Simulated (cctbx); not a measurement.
# Resonant diffraction in BaFeI4

Space group Cmc2_1 (no. 36), a = 5.7600 Å, b = 19.7610 Å, c = 8.0930 Å, α = 90.00°, β = 90.00°, γ = 90.00°.

```
atom  mult.    x       y       z  Ueq (Å²)
 Ba1      4  1/2  0.6463  0.9608    0.0080
  I1      4  1/2  0.5784  0.5161    0.0078
  I2      4    0  0.5268  0.8275    0.0086
  I3      4    0  0.6677  0.2344    0.0087
  I4      4    0  0.6969  0.7060    0.0088
 Fe1      4    0  0.5873  0.4972    0.0079
```

The model was made for the exercise: a known structure type with other elements put in, its volume estimated, not relaxed; displacement parameters are assumed.

Calculated with cctbx: free-atom f′ and f″ from the Sasaki tables, no fine structure; amplitudes in electrons.

How do |F(hkl)| and |F(−h−k−l)| change across the Fe K edge?

```text
E (eV)    f'(Fe)   f''           |F|0 4 0        |F|0 2 0        |F|0 4 1        |F|0 2 1
   6512   -2.25   0.55      185.2/ 185.2     29.3/  29.3    253.6/ 256.9     61.0/ 100.0
   6862   -3.07   0.50      186.4/ 186.4     26.9/  26.9    253.9/ 256.8     61.0/  96.3
   6992   -3.80   0.48      185.5/ 185.5     25.4/  25.4    252.6/ 255.1     60.5/  94.3
   7052   -4.56   0.47      184.1/ 184.1     23.9/  23.9    250.8/ 253.0     59.9/  92.7
   7082   -5.23   0.47      182.7/ 182.7     22.7/  22.7    249.0/ 251.0     59.3/  91.4
   7097   -5.97   0.47      181.1/ 181.1     21.3/  21.3    247.0/ 248.8     58.6/  90.1
   7104   -6.62   0.47      179.7/ 179.7     20.1/  20.1    245.2/ 246.7     58.2/  89.1
   7108   -7.33   0.47      178.1/ 178.1     18.8/  18.8    243.3/ 244.5     57.7/  88.0
   7116   -7.57   3.95      179.2/ 179.2     18.3/  18.3    248.6/ 241.6     69.9/  76.5
   7120   -6.73   3.94      181.1/ 181.1     19.8/  19.8    250.9/ 244.3     70.3/  77.9
   7127   -5.99   3.94      182.8/ 182.8     21.2/  21.2    252.9/ 246.7     70.8/  79.2
   7142   -5.19   3.92      184.7/ 184.7     22.6/  22.6    255.1/ 249.3     71.4/  80.6
   7172   -4.41   3.89      186.6/ 186.6     24.0/  24.0    257.3/ 251.9     72.1/  82.1
   7262   -3.31   3.79      189.4/ 189.4     25.8/  25.8    260.5/ 255.8     73.3/  84.2
   7512   -2.18   3.56      192.8/ 192.8     27.6/  27.6    264.1/ 260.1     74.8/  86.1
```

The edge is at 7112 eV. f′ of Fe falls from -3.8 e at 6992 eV to -7.3 e at 4 eV below it, and f″ steps from 0.47 to 3.94 e across it. Over that approach |F| changes by -4 % (0 4 0), -26 % (0 2 0), -4 % (0 4 1) and -5 % (0 2 1): a reflection falls where Fe scatters in phase with the total and rises where it scatters against it; it hardly moves where the Fe term is small or cancels by symmetry or lies in quadrature to the total. The f″ term interferes with the normal scattering with opposite sign for the two Friedel mates. The largest Friedel difference in the scan is 48.4 % of the mean (0 2 1, at 6512 eV).

[Logs are printed without paths, hosts, clocks, repeated set-up lines and the standing remarks that a program may print on its own settings, such as how far it seeks lower states.]
